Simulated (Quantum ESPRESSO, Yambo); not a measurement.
An input for Yambo 5.3.0 (SiO2 (Quartz)):

```
HF_and_locXC
gw0
dyson
ppa
em1d
rim_cut
RandQpts= 1000000
RandGvec= 1 RL
EXXRLvcs= 72 Ry
VXCRLvcs= 288 Ry
Chimod= "HARTREE"
% BndsRnXp
 1 | 190 |
%
NGsBlkXp= 9 Ry
% LongDrXp
 1 | 1 | 1 |
%
% GbndRnge
 1 | 190 |
%
DysSolver= "n"
ExtendOut
PPAPntXp= 27.21138 eV
% QPkrange
 1 | 8 | 19 | 30 |
%
GfnQPdb= "E < ./gw6_fix/ndb.QP"
XfnQPdb= "E < ./gw6_fix/ndb.QP"
```

```sh
OMP_NUM_THREADS=2 mpirun -n 2 yambo -F gw7.in -J gw7 -C gw7 > gw7.log
```

The stored states that it reads are on a 3×3×2 mesh. Symmetry: P3_121, No. 152, trigonal system. Conventional cell: a = 4.916 Å, b = 4.916 Å, c = 5.409 Å, α = 90.00°, β = 90.00°, γ = 120.00°. Si has 4 O at 1.61 Å nearest. O has 2 Si at 1.61 Å nearest. Farther neighbours and most contacts between anions are not listed.

Q: Estimate wall time and host memory on 2 MPI ranks of Arm Neoverse V1, shared host.

It took 11 min; on shared hardware allow 5.6 min to 22 min. Peak host memory was 1.5 GiB.

The screening grows as filled bands × empty bands × pairs of k points, times the square of the screening basis for the matrix.

[Paths, hosts, dates, memory and timing lines, banners, echoed tables and standing remarks are left out of the program output.]

[Logs are printed without paths, hosts, clocks, repeated set-up lines and the standing remarks that a program may print on its own settings, such as how far it seeks lower states.]

[Runs of the session that timed out or met a known fault of the program may be left out.]

[Hosts, paths, dates, database ids (printed as entryN), source tags and the programs' standing remarks are cut or masked in the printed files.]
